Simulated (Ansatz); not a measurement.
## K on Pd(111): change of the work function: the clean slab

Ansatz 0.2.0; plane-wave DFT, PBE, Ansatz PAW.

Contents of input.yaml:

```yaml
crystal:
  lattice:
    - [2.7506453788, 0.0, 0.0]
    - [1.3753226894, 2.3821287749, 0.0]
    - [0.0, 0.0, 24.7376776414]
  atoms:
    - { symbol: Pd, position: [0.0, 0.0, 0.3638174986] }
    - { symbol: Pd, position: [0.3333333333, 0.3333333333, 0.4546058329] }
    - { symbol: Pd, position: [0.6666666667, 0.6666666667, 0.5453941671] }
    - { symbol: Pd, position: [0.0, 0.0, 0.6361825014] }
kpoints:
  mp_grid: { grid: [12, 12, 1] }
hamiltonian:
  xc: pbe
scf:
  occupations: { method: fermi_dirac, width: 0.1 }
  convergence: { dr2_threshold: 1.0e-08 }
efield:
  axis: 3
  dipole_correction: true
  ramp_position: 0.97
  ramp_width: 0.06
relax:
  f_tol: 0.02
  max_steps: 60
  constraints: [{ sites: [0, 1] }]
output:
  write_potential: true
  write_density: true
  volumetric_format: npy
```

On the command line:

```console
ansatz run input.yaml --threads 4 --pin off --max-ram 16384MiB --backend cpu --events-out ev --progress --plain --runs-dir out
```

Before running it: what should come out for the work function, upper face; and electron's electrostatic potential energy less the Fermi level against z?

In the vacuum the potential turns flat, and its height over the Fermi level, 5.27 eV, is the work function of the face beside that plateau.

The run keeps the 6 symmetry operations that it works with, so distortions that break them were not tested.

Relaxation path:

```tsv
step	energy less that of the first step (eV)	largest force component (eV/Å)
1	0.0000	0.3166
2	-0.0129	0.1195
3	-0.0149	0.0100
```

The atoms that moved most (Å):

```tsv
atom	dx	dy	dz	length
Pd4	0.000	0.000	0.106	0.106
Pd3	0.000	0.000	0.048	0.048
```

The relaxed structure:

```xyz
4
Lattice="2.7506 0.0000 0.0000 1.3753 2.3821 0.0000 0.0000 0.0000 24.7377" Properties=species:S:1:pos:R:3
Pd    0.0000    0.0000    9.0000
Pd    1.3753    0.7940   11.2459
Pd    2.7506    1.5881   13.5399
Pd    0.0000    0.0000   15.8436
```

Numbers from this step:

```
work function, upper face : 5.268 eV
dipole along the normal   : -7.03e-4 e·Å
```

Running mean over 2.246 Å of the planar mean; the ramp of the sawtooth is left out. The electron's electrostatic potential energy less the Fermi level by z:

```tsv
z (Å)	electron's electrostatic potential energy less the Fermi level (eV)
3.5	5.25
4.0	5.25
4.5	5.25
5.0	5.25
5.5	5.23
6.0	5.19
6.5	5.04
7.0	4.40
7.5	1.79
8.0	-3.11
8.5	-7.03
9.0	-8.25
9.5	-8.43
10.0	-8.48
10.5	-8.52
11.0	-8.56
11.5	-8.51
12.0	-8.24
12.5	-8.12
13.0	-8.35
13.5	-8.50
14.0	-8.28
14.5	-7.92
15.0	-7.94
15.5	-8.20
16.0	-8.01
16.5	-6.08
17.0	-1.45
17.5	2.94
18.0	4.73
18.5	5.13
19.0	5.23
19.5	5.26
20.0	5.27
20.5	5.27
21.0	5.27
21.5	5.27
```

[Logs are printed without paths, hosts, clocks, repeated set-up lines and the standing remarks that a program may print on its own settings, such as how far it seeks lower states.]

[Hosts, paths, dates, database ids (printed as entryN), source tags and the programs' standing remarks are cut or masked in the printed files.]

[Maps of the electrostatic potential energy from Ansatz leave out the sawtooth potential of an applied field or a dipole correction, so their vacuum need not be flat; planar profiles and work functions include it.]
